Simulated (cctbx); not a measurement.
## Lattice, Laue class and space group of a new crystal

Cell: a = 4.2980 Å, b = 4.2980 Å, c = 31.8720 Å, α = 90.00°, β = 90.00°, γ = 120.00°. Expected content of the cell: K6 Li3.

The data are simulated with cctbx, not measured: Mo Kα, λ = 0.71073 Å, to d = 0.77 Å, 50 % of the full sphere, strongest reflection 5000 counts, noise from counting, a 4 % proportional error and a noise floor of 15 counts (s.d.); no absorption, some extinction.

Tests on the unmerged data give:

```text
2356 reflections to d = 0.771 A
centring   violations  <I/sigma> of those
    A        316 of  1195      3.7
    B        334 of  1201      3.8
    C        312 of  1206      3.6
    I        313 of  1154      3.8
    R          0 of  1561     -0.0
    F        481 of  1801      3.7
Laue class    unique    Rint  (classes that these axes allow; Friedel mates merged)
R -3 :H           264   0.046
R -3 m :H         182   0.048
space group    extra absences  I>4sigma  <I/sigma>
R 3 2 :H                0          0         -  acentric
R 3 m :H                0          0         -  acentric
R -3 m :H               0          0         -  centric
Wilson B = 1.23 A^2   <|E^2-1|> = 0.591 (0.968 centric, 0.736 acentric)   E^2>4: 0.0 %
shell (A)         n   <I/sigma>
10.62 - 1.55     29     25.2
 1.55 - 1.23     23     24.2
 1.23 - 1.08     21     21.2
 1.08 - 0.98     25     23.8
 0.98 - 0.91     21     22.0
 0.91 - 0.85     20     15.9
 0.85 - 0.81     21     20.9
 0.81 - 0.78     22     16.2
```

Q: Read the symmetry from these tables.

The reflections that R centring forbids are absent (⟨I/σ⟩ near 0), so the lattice is R.

Rint stays low (0.046 to 0.048) up to R -3 m :H, the highest class in these axes.

3 settings pass the absence test. No glide or screw absences show, which leaves R 3 2, R 3 m and R -3 m.

⟨|E²−1|⟩ = 0.591 leans to a non-centrosymmetric structure, or to twinning, which lowers it. Here that hint misleads: the statistic assumes many like atoms on general positions, and few, heavy or special-position atoms break it. The Wilson B of 1.23 Å² means U ≈ 0.0156 Å².

The true group is R-3m (no. 166), Laue class -3m, centrosymmetric. The tables only narrow the choice to the tied entries; cell content, site symmetry and trial solutions must settle it.

The model is made up (kin elements in a known structure type, no relaxation), so it says nothing on whether the phase exists.

[Logs are printed without paths, hosts, clocks, repeated set-up lines and the standing remarks that a program may print on its own settings, such as how far it seeks lower states.]
